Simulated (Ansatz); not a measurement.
## k-point convergence of GW for CdS (Greenockite)

Wanted: mesh convergence of the gap correction in CdS (Greenockite).

Program: Ansatz 0.2.0. Level of theory: G0W0 on PBE, plane waves, PAW; PAW set soft_1. Values are calculated unless marked as measured.

The database entry behind the starting cell differs from other determinations, so it need not match the best structure at room temperature.

**1. The system as given**

Symmetry: P6_3mc, No. 186, hexagonal system. Conventional cell: a = 4.137 Å, b = 4.137 Å, c = 6.714 Å, α = 90.00°, β = 90.00°, γ = 120.00°. Nearest to Cd lie 4 S at 2.52 to 2.53 Å. Nearest to S lie 4 Cd at 2.52 to 2.53 Å. Farther neighbours, and contacts between anions beyond the nearest, are not listed.

As a file:

```cif
data_structure
_symmetry_space_group_name_H-M 'P 1'
_symmetry_Int_Tables_number 1
_cell_length_a 4.1370
_cell_length_b 4.1370
_cell_length_c 6.7144
_cell_angle_alpha 90.000
_cell_angle_beta 90.000
_cell_angle_gamma 120.000
_cell_volume 99.52
loop_
_atom_site_label
_atom_site_type_symbol
_atom_site_fract_x
_atom_site_fract_y
_atom_site_fract_z
_atom_site_occupancy
Cd1 Cd 0.66667 0.33333 0.00000 1
Cd2 Cd 0.33333 0.66667 0.50000 1
S3 S 0.66667 0.33333 0.37500 1
S4 S 0.33333 0.66667 0.87500 1
```

The cell and positions come from the Crystallography Open Database and are kept as given unless a step says otherwise.

**2. The 6×6×2 mesh**

G0W0 replaces the xc potential by the self-energy, built once from these orbitals. Only a window of levels is corrected, while the sums run over the empty bands that the input names. This step takes PAW set soft_1 files.

Input file input.yaml:

```yaml
crystal:
  lattice:
    - [4.137, 0.0, 0.0]
    - [-2.0685, 3.5827470955, 0.0]
    - [0.0, 0.0, 6.7144]
  atoms:
    - { symbol: Cd, position: [0.6666666667, 0.3333333333, 0.0] }
    - { symbol: Cd, position: [0.3333333333, 0.6666666667, 0.5] }
    - { symbol: S, position: [0.6666666667, 0.3333333333, 0.375] }
    - { symbol: S, position: [0.3333333333, 0.6666666667, 0.875] }
kpoints:
  mp_grid: { grid: [6, 6, 2] }
hamiltonian:
  xc: pbe
  pseudopotentials: { kind: paw, azcp: { folder: soft_1 } }
scf:
  occupations: { method: fixed }
gw:
  n_empty_bands: 225
  ecut_chi: 100
  qp_bands: [v2, c2]
  qp_kpoints: band_edges
  screening: { model: contour_deformation }
```

Started as:

```
$ ansatz run input.yaml --threads 3 --pin off --max-ram 92160MiB --backend cuda --events-out ev --progress --plain --runs-dir out --devices 1 --max-vram 13GiB
```

Standard output:

```text
GPUs: using 1 of 1 available (devices: 1).
Engine: ansatz 0.2.0, x86_64-unknown-linux-gnu
Pseudopotentials: kind: paw
Pseudopotential: Cd, paw, valence charge 20, recommended cutoff 420 eV (normal), soft_1/Cd.paw.azcp
Pseudopotential: S, paw, valence charge 6, recommended cutoff 420 eV (normal), soft_1/S.paw.azcp
Functional definition: PBE
  parameter kappa = 0.804
  parameter beta = 0.066725
  exchange = pbe_x(kappa = kappa, mu = beta*pi^2/3)
  correlation = pbe_c(beta = beta)
device memory: the entry about to start is reckoned to put 0.9 GiB on a device that reports 58.4 GiB free (of which the cap on the GPU budget leaves the run 13.0 GiB)
GPU FFT provider: cuFFT
GPU libraries: cuBLAS 13.8.2, cuFFT 12.4.0, cuSOLVER 12.3.4
Crystal: 4 atoms, lattice volume = 99.520 Å³
Basis set: ecut = 420 eV, 1943 PW (Γ)
Bands: 32, of which v1, the nominal top of the filled ones, is band 26 counted from 1 (25 counted from 0)
Symmetry: 12 space group operations
Space group: P63mc (ITA 186), of the structure as read, at distance tolerance 4.6e-5 Å
k-points: 14 of 72
Non-local potential: Cd, projectors of the file, l = 0: 3, l = 1: 2, l = 2: 2, l = 3: 1
Non-local potential: S, projectors of the file, l = 0: 2, l = 1: 2, l = 2: 1
PAW form: soft (Blöchl's): semilocal exchange-correlation on the pseudo side does not see the compensation charge
PAW one-centre angular grid: Cd, 590 points (default); XC on 64 Gauss nodes
PAW one-centre angular grid: S, 110 points (default); XC on 64 Gauss nodes
Initial density: superposition of atomic densities (chi_scale 0.1, normalization cell, long waves kept (reshape's long-wave potential 0.00 eV rms))
Initial wavefunctions: pseudopotential atomic-orbital guess
GPU buffer pool allocated for 40500 grid points (all kernels)
GPU transforms: local potential and band sums: pruned to the plane-wave sphere, on 27×27×45
Functional: x = pbe(κ = 0.804, μ = 0.219515), c = pbe(β = 0.066725)
SCF iter   1: F=—  HF=-18315.915873 eV  |F-HF|=—  |Δ(HF+E_count)|=         —  Δρ=2.85e-2  dr2=7.09e-1  ethr=3.10e-3  ⟨swp⟩=4.9  Hψ=1574  notcnv=0  defer=54
preconditioner: auto → Resta (q_TF=auto, 2.449 Å⁻¹)  ε∞=4.5  [insulator: Δε(μ)=1.431 eV  Ē_g=11.908 eV  n_scr=22 (ndim 8)  ℏωp=22.3 eV  f_vac=0.073  ε∞_Penn≈4.5]
SCF iter   2: F=—  HF=-18315.768463 eV  |F-HF|=—  |Δ(HF+E_count)|=   1.47e-1  Δρ=1.38e-2  dr2=1.66e-1  ethr=1.36e-3  ⟨swp⟩=2.9  Hψ=817  notcnv=0  defer=55
SCF iter   3: F=—  HF=-18315.759004 eV  |F-HF|=—  |Δ(HF+E_count)|=   9.46e-3  Δρ=4.64e-3  dr2=2.01e-2  ethr=3.20e-4  ⟨swp⟩=2.0  Hψ=523  notcnv=0  defer=55
SCF iter   4: F=—  HF=-18315.761731 eV  |F-HF|=—  |Δ(HF+E_count)|=   2.73e-3  Δρ=1.05e-3  dr2=1.51e-3  ethr=3.86e-5  ⟨swp⟩=2.0  Hψ=660  notcnv=0  defer=55
SCF iter   5: F=—  HF=-18315.763367 eV  |F-HF|=—  |Δ(HF+E_count)|=   1.64e-3  Δρ=4.19e-4  dr2=2.30e-4  ethr=2.91e-6  ⟨swp⟩=2.8  Hψ=700  notcnv=0  defer=55
SCF iter   6: F=—  HF=-18315.763892 eV  |F-HF|=—  |Δ(HF+E_count)|=   5.25e-4  Δρ=7.43e-5  dr2=5.93e-6  ethr=4.41e-7  ⟨swp⟩=2.1  Hψ=698  notcnv=0  defer=55
SCF iter   7: F=—  HF=-18315.763916 eV  |F-HF|=—  |Δ(HF+E_count)|=   2.38e-5  Δρ=1.47e-5  dr2=2.82e-7  ethr=1.14e-8  ⟨swp⟩=2.0  Hψ=706  notcnv=0  defer=46
SCF iter   8: F=-18315.763917 eV  HF=-18315.763917 eV  |F-HF|=4.03e-8  |Δ(HF+E_count)|=   8.64e-7  Δρ=3.88e-6  dr2=2.03e-8  ethr=1.92e-10  ⟨swp⟩=10.1  Hψ=2073  notcnv=0
SCF 1 converged in 8 iterations: F = -18315.763917 eV  dr2 = 2.03e-8
[...]
device memory: the entry about to start is reckoned to put 1.0 GiB on a device that reports 56.8 GiB free (of which the cap on the GPU budget leaves the run 13.0 GiB)
NSCF: frozen V_eff on 14 k-points, pencils in batches of 32, up to order 128
[...]
device memory: the entry about to start is reckoned to put 4.6 GiB on a device that reports 55.6 GiB free (of which the cap on the GPU budget leaves the run 13.0 GiB)
NSCF: frozen V_eff on 14 k-points
G₀W₀ screening: q 1/14
[... further progress lines ...]
SCF converged after 8 iterations
Free energy (F): -18315.763917 eV
Harris-Foulkes:  -18315.763917 eV  (|F-HF|=4.03e-8)
Internal energy: -18315.763917 eV  (E = F + TS)
E sigma→0 (E₀):  -18315.763917 eV
Fermi energy:    6.865973 eV
--- Per-component energies (eV) ---
  E_band       = -1014.991199
  E_kinetic    = 1092.667976
  E_local      = -8096.629183  (includes V_loc(G=0)·N_el)
  E_nonlocal   = 309.116906
  E_hartree    = 3685.328154
  E_xc         = -491.557797
  E_vxc        = -558.334656  (∫ρ·V_xc dr)
  E_paw        = -9414.994892  (= ΣΔE_a)
  E_vpaw       = -1132.465749  (= ΣTr[D̂ρ^β])
  E_aug_tail   = 0.000705  (compensation charges beyond the density's cutoff)
  E_ewald      = -5399.695785
  E_smearing   = -0.000000  (= −TS)
  E_closure    = 0.000000  (closes the sum)
  Σ components = -18315.763917   (vs F -18315.763917, Δ=0.00e0)
--- Band table (eV; the first three rows and the last of 14) ---
  k-point 0: bands = [... 22 lower, 6.0964, 6.8241, 6.8660, 6.8660, 8.0842, 9.6681, 13.3254, 13.3254, ... 2 higher]
  k-point 1: bands = [... 22 lower, 6.4675, 6.4675, 6.4675, 6.4675, 9.7277, 9.7277, 13.0511, 13.0511, ... 2 higher]
  k-point 2: bands = [... 22 lower, 5.6731, 5.7819, 6.6199, 6.6817, 9.2227, 10.5244, 12.6148, 13.6769, ... 2 higher]
  k-point 13: bands = [... 22 lower, 4.4516, 4.4516, 5.7458, 5.7458, 11.2754, 11.2754, 12.9577, 12.9577, ... 2 higher]
--- G₀W₀: contour deformation, 7 samples at zero and on the imaginary axis and 1 off it, 72 q-points, 225 empty bands' worth ---
  eigenvalues of the whole cell's RPA ε∞ on this k-mesh (on a slab, of 1 + 4πα/V) = 6.9942, 6.9942, 7.1467; static W/v taken at q = 0 is 0.141253
  bands read: the sum over 251 bands ends inside a degenerate multiplet in 7 slots, whose members it reads at an even weight; the widest, k=1: bands 251 to 254 (counted from 1) at 1/4 each
  gw.qp_kpoints: band_edges: 9 of 14 stored k-points solved, in 1 pass; an edge of the gap read off the rows below is read off those points alone
    valence top: of the k-points left out ik 8 came nearest to being solved in a further pass, in band 26 (counted from 1, as in the quasiparticle table): it holds the edge there only if its correction is more favourable than any solved in that band by at least 0.619 eV; those differ by 0.135 eV
    conduction bottom: of the k-points left out ik 8 came nearest to being solved in a further pass, in band 27 (counted from 1, as in the quasiparticle table): it holds the edge there only if its correction is more favourable than any solved in that band by at least 2.200 eV; those differ by 0.239 eV
    ik  band        ε_KS         Σx   Σc(E_QP)       V_xc       Z   E_QP_lin       E_QP  E_QP is
     0    25      6.8660   -20.8325     2.2217   -18.0764  0.7456     6.3210     6.3315  root
     0    26      6.8660   -20.8325     2.2217   -18.0764  0.7456     6.3210     6.3315  root
     0    27      8.0842    -8.7160    -3.5273   -12.4571  0.7861     8.2993     8.2981  root
     0    28      9.6681    -8.2001    -3.8917   -12.4444  0.7832    10.0246    10.0207  root
     1    25      6.4675   -20.3010     2.3528   -17.3622  0.7430     5.8680     5.8816  root
     1    26      6.4675   -20.3010     2.3528   -17.3622  0.7430     5.8680     5.8816  root
     1    27      9.7277    -8.7108    -3.8161   -12.8608  0.7772    10.0649    10.0615  root
     1    28      9.7277    -8.7108    -3.8161   -12.8608  0.7772    10.0649    10.0615  root
     2    25      6.6199   -20.5033     2.3717   -17.5500  0.7429     6.0248     6.0383  root
     2    26      6.6817   -20.5920     2.2884   -17.7447  0.7442     6.1109     6.1228  root
     2    27      9.2227    -9.7423    -3.4815   -13.4970  0.7734     9.4980     9.4959  root
     2    28     10.5244    -8.6683    -4.0450   -13.1398  0.7725    10.9571    10.9508  root
     3    25      6.2106   -19.9471     2.4177   -16.9167  0.7409     5.5823     5.5979  root
     3    26      6.2106   -19.9471     2.4177   -16.9167  0.7409     5.5823     5.5979  root
[...]
7    28     10.3524    -7.6612    -3.8641   -11.8158  0.7828    10.6455    10.6429  root
    13    25      5.7458   -19.2633     2.5724   -16.0365  0.7350     5.0720     5.0914  root
    13    26      5.7458   -19.2633     2.5724   -16.0365  0.7350     5.0720     5.0914  root
    13    27     11.2754    -8.3328    -4.2405   -13.0258  0.7704    11.7358    11.7279  root
    13    28     11.2754    -8.3328    -4.2405   -13.0258  0.7704    11.7358    11.7279  root
```

Wall time 20 s (1 × NVIDIA H100 80GB HBM3 (shared by 6 runs) with 3 threads of AMD EPYC 7R13 (Zen 3), shared host); peak memory 1.3 GiB; 16 s of CPU time.

This step gave:

- bands summed: 251
- RPA ε∞ on this mesh (eigenvalues): 6.994, 6.994, 7.147
- plane waves in the screening matrix: 233
- q-points in the mesh: 72
- G0W0 gap on the mesh: 1.967 eV
- k of the valence top: 0, 0, 0
- k of the conduction bottom: 0, 0, 0
- starting gap on the mesh: 1.218 eV
- Z at the valence top: 0.7456
- Z at the conduction bottom: 0.7861
- least direct G0W0 gap on the computed points: 1.967 eV

The gap on the mesh goes from 1.22 eV to 1.97 eV, a correction of +0.75 eV. Between the two edge states, bare exchange in place of the xc potential would open the gap by 6.50 eV, and correlation takes back 5.75 eV.

**3. The 6×6×4 mesh**

A second mesh at equal bands and cutoff isolates the sampling error.

input.yaml: that of step 2 with these lines changed.

```diff
@@ -11,3 +11,3 @@
 kpoints:
-  mp_grid: { grid: [6, 6, 2] }
+  mp_grid: { grid: [6, 6, 4] }
 hamiltonian:
```

Standard output:

```text
GPUs: using 1 of 1 available (devices: 1).
[...]
GPU FFT provider: cuFFT
GPU libraries: cuBLAS 13.8.2, cuFFT 12.4.0, cuSOLVER 12.3.4
Crystal: 4 atoms, lattice volume = 99.520 Å³
Basis set: ecut = 420 eV, 1943 PW (Γ)
Bands: 32, of which v1, the nominal top of the filled ones, is band 26 counted from 1 (25 counted from 0)
[... 1 set-up line as in the run before ...]
[...]
k-points: 21 of 144 (time reversal used)
[...]
GPU buffer pool allocated for 40500 grid points (all kernels)
[...]
SCF iter   1: F=—  HF=-18315.916727 eV  |F-HF|=—  |Δ(HF+E_count)|=         —  Δρ=2.85e-2  dr2=7.10e-1  ethr=3.10e-3  ⟨swp⟩=4.9  Hψ=2383  notcnv=0  defer=81
[...]
SCF iter   8: F=-18315.764558 eV  HF=-18315.764558 eV  |F-HF|=3.89e-8  |Δ(HF+E_count)|=   8.70e-7  Δρ=3.95e-6  dr2=2.05e-8  ethr=1.92e-10  ⟨swp⟩=10.5  Hψ=3191  notcnv=0
SCF 1 converged in 8 iterations: F = -18315.764558 eV  dr2 = 2.05e-8
[...]
0    25      6.8668   -20.8676     2.2295   -18.0768  0.7524     6.2967     6.3057  root
     0    26      6.8668   -20.8676     2.2295   -18.0768  0.7524     6.2967     6.3057  root
     0    27      8.0844    -8.7696    -3.4620   -12.4571  0.7950     8.3108     8.3098  root
     0    28      9.6683    -8.1843    -3.8851   -12.4441  0.7906    10.0463    10.0430  root
     1    25      6.7469   -20.6985     2.2657   -17.8563  0.7515     6.1607     6.1704  root
     1    26      6.7469   -20.6985     2.2657   -17.8563  0.7515     6.1607     6.1704  root
     1    27      8.9700    -9.8438    -3.3281   -13.4308  0.7843     9.2302     9.2288  root
     1    28      9.7430    -8.1668    -3.8998   -12.4397  0.7891    10.1194    10.1161  root
[...]
20    25      5.7454   -19.2186     2.5091   -16.0364  0.7426     5.0565     5.0723  root
    20    26      5.7454   -19.2186     2.5091   -16.0364  0.7426     5.0565     5.0723  root
    20    27     11.2753    -8.3722    -4.1814   -13.0252  0.7797    11.7534    11.7469  root
    20    28     11.2753    -8.3722    -4.1814   -13.0252  0.7797    11.7534    11.7469  root
[key lines of the parts left out:]
SCF converged after 8 iterations
Free energy (F): -18315.764558 eV
Fermi energy:    6.866836 eV
```

Run time: 19 s. Hardware: 1 × NVIDIA H100 80GB HBM3 (shared by 6 runs) with 3 threads; peak memory 1.4 GiB.

Numbers from this step:

```
bands summed                                 : 251
RPA ε∞ on this mesh (eigenvalues)            : 6.253, 6.330, 6.330
plane waves in the screening matrix          : 233
q-points in the mesh                         : 144
G0W0 gap on the mesh                         : 2.004 eV
k of the valence top                         : 0, 0, 0
k of the conduction bottom                   : 0, 0, 0
starting gap on the mesh                     : 1.218 eV
Z at the valence top                         : 0.7524
Z at the conduction bottom                   : 0.7950
least direct G0W0 gap on the computed points : 2.004 eV
```

Against the run with 6×6×2 mesh, 225 empty bands, screening to 100 eV, PAW set soft_1 files, the gap moves by +0.04 eV.

**4. The 12×12×4 mesh**

input.yaml: that of step 3 with these lines changed.

```diff
@@ -11,3 +11,3 @@
 kpoints:
-  mp_grid: { grid: [6, 6, 4] }
+  mp_grid: { grid: [12, 12, 4] }
 hamiltonian:
```

Standard output:

```text
GPUs: using 1 of 1 available (devices: 1).
[...]
GPU FFT provider: cuFFT
GPU libraries: cuBLAS 13.8.2, cuFFT 12.4.0, cuSOLVER 12.3.4
Crystal: 4 atoms, lattice volume = 99.520 Å³
Basis set: ecut = 420 eV, 1943 PW (Γ)
Bands: 32, of which v1, the nominal top of the filled ones, is band 26 counted from 1 (25 counted from 0)
[... 1 set-up line as in the run before ...]
[...]
k-points: 57 of 576 (time reversal used)
[...]
1    28      9.7425    -8.2090    -3.8484   -12.4401  0.7958    10.1275    10.1252  root
[...]
56    25      5.7444   -19.2149     2.4888   -16.0371  0.7471     5.0436     5.0554  root
    56    26      5.7444   -19.2149     2.4888   -16.0371  0.7471     5.0436     5.0554  root
    56    27     11.2748    -8.3747    -4.1653   -13.0257  0.7846    11.7655    11.7604  root
    56    28     11.2748    -8.3747    -4.1653   -13.0257  0.7846    11.7655    11.7604  root
[key lines of the parts left out:]
SCF converged after 8 iterations
Free energy (F): -18315.766818 eV
Fermi energy:    6.865459 eV
```

The job ended after 3.4 min (1 × NVIDIA H100 80GB HBM3 (shared by 6 runs) with 3 threads; peak memory 2.2 GiB; 6.3 min of CPU time).

Numbers from this step:

| Property | Result |
| --- | --- |
| bands summed | 251 |
| RPA ε∞ on this mesh (eigenvalues) | 5.733, 5.733, 5.949 |
| plane waves in the screening matrix | 233 |
| G0W0 gap on the mesh | 2.008 eV |
| k of the valence top | 0, 0, 0 |
| k of the conduction bottom | 0, 0, 0 |
| starting gap on the mesh | 1.218 eV |
| least direct G0W0 gap on the computed points | 2.008 eV |

Against the run with 6×6×4 mesh, 225 empty bands, screening to 100 eV, PAW set soft_1 files, the gap moves by +0.003 eV.

**5. The meshes together**

Times are wall times on 1 × NVIDIA H100 80GB HBM3 (shared by 6 runs) with 3 threads of AMD EPYC 7R13 (Zen 3), shared host, good to a factor of about two.

| mesh | points | irreducible | start (eV) | G0W0 (eV) | shift (eV) | RPA ε∞ (mean) | time |
| --- | --- | --- | --- | --- | --- | --- | --- |
| 6×6×2 | 72 | 14 | 1.218 | 1.967 | +0.748 | 7.05 | 20 s |
| 6×6×4 | 144 | 21 | 1.218 | 2.004 | +0.787 | 6.30 | 19 s |
| 12×12×4 | 576 | 57 | 1.218 | 2.008 | +0.789 | 5.80 | 3.4 min |

**6. What came out**

| Item | Value |
| --- | --- |
| 6×6×2 | 1.967 eV (shift +0.748) |
| 6×6×4 | 2.004 eV (shift +0.787) |
| 12×12×4 | 2.008 eV (shift +0.789) |
| settings | PBE start, 225 empty bands, 100 eV |

In words: The shift is +0.75 eV on 6×6×2 and +0.79 eV on 12×12×4; the last step moves it by +0.003 eV. The RPA ε∞ (mean) ranges from 5.80 to 7.05 and ends at 5.80; the coarsest mesh overstates it. From 72 to 576 points the time grows 10-fold. Bands and cutoff are modest here, so the values stand short of the basis limit. The many-body steps are scalar-relativistic: spin-orbit coupling is not in them.

[Long decimals in the printed logs are rounded to 6 places.]

[Logs are printed without paths, hosts, clocks, repeated set-up lines and the standing remarks that a program may print on its own settings, such as how far it seeks lower states.]

[Paths, hosts, dates, memory and timing lines, banners, echoed tables and standing remarks are left out of the program output; an Ansatz launch command may be rebuilt from the run's recorded settings. Measured values are a selection of at most five: reports struck by readers or far from the other reports are left out. None is set beside runs whose start may be inverted or whose files or cutoffs have a known fault.]

[Runs of the session that timed out or met a known fault of the program may be left out.]

[Cells called generated may have been cut or substituted from an entry of the Crystallography Open Database or the Materials Project.]

[Hosts, paths, dates, database ids (printed as entryN), source tags and the programs' standing remarks are cut or masked in the printed files.]

[Where the starting crystal was built by hand or by swapping elements, it need not be the compound's stable phase.]
